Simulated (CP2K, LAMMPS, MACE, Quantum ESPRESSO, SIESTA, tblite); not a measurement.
# Bulk modulus two ways: glassy 83P2O5-17Al2O3 (mol %) (80 atoms), QE, PBE

The cell holds 80 atoms (20 P, 4 Al and 56 O). Recipe: 80 atoms (20 P, 4 Al, 56 O) placed at random at 2.43 g/cm³, melted at 4000 K for 10 ps at fixed volume with the Morse and Coulomb pair potential with partial charges (Pedone, Malavasi, Menziani, Cormack and Segre, J. Phys. Chem. B 110, 11780 (2006)). Quenched from 4000 K to 300 K at 6 K/ps and fixed volume, held 10 ps at zero pressure. Then the atoms were relaxed with MACE MP-0b3 medium in the fixed cell.

Calculated with Quantum ESPRESSO 7.5: PBE; plane waves, SSSP efficiency, 60/480 Ry; k-points Γ. The cell is scaled evenly by ±3 % in volume, and MACE MP-0b3 medium relaxes the atoms at each volume before the single point.

| volume (Å³/atom) | energy less the middle row's (meV/atom) | pressure (GPa) |
| --- | --- | --- |
| 13.059 | -3.269 | 1.387 |
| 13.463 | 0.000 | 0.321 |
| 13.867 | 3.148 | -0.846 |

Task: Find the bulk modulus at the middle volume from the pressures and from the energies, and check the printed pressure against the slope of the energy (1 meV/Å³ = 0.16022 GPa).

**Working.**

The step is h = 0.4039 Å³. From pressures: B = −V dP/dV = 13.463 × (1.387 − (-0.846)) / (2 × 0.4039) = 37.2 GPa.

From energies: B = V d²E/dV² = 13.463 × (-3.269 + (3.148)) / 0.4039² = -10.06 meV/Å³ = -1.61 GPa.

Slope: P = −dE/dV = −(3.148 − (-3.269)) / (2 × 0.4039) = -7.94 meV/Å³ = -1.27 GPa, against 0.32 GPa printed.

The pressure doesn't fall steadily, or the energy curves downwards, so these three points don't lie on one smooth branch.

The modulus from energies lies 104 % under that from pressures.

A central difference over ±3 % overstates P by about B(1 + B′)(0.03)²/6, some 0.03 GPa for B′ = 4, which is small against the gap found. The atoms follow MACE MP-0b3 medium, so this level's forces do work along the path, which enters the energies but not the printed pressures.

Limits: three points, a static cell at zero temperature, the cell shape held.

[Hosts, paths, dates, database ids (printed as entryN), source tags and the programs' standing remarks are cut or masked in the printed files.]
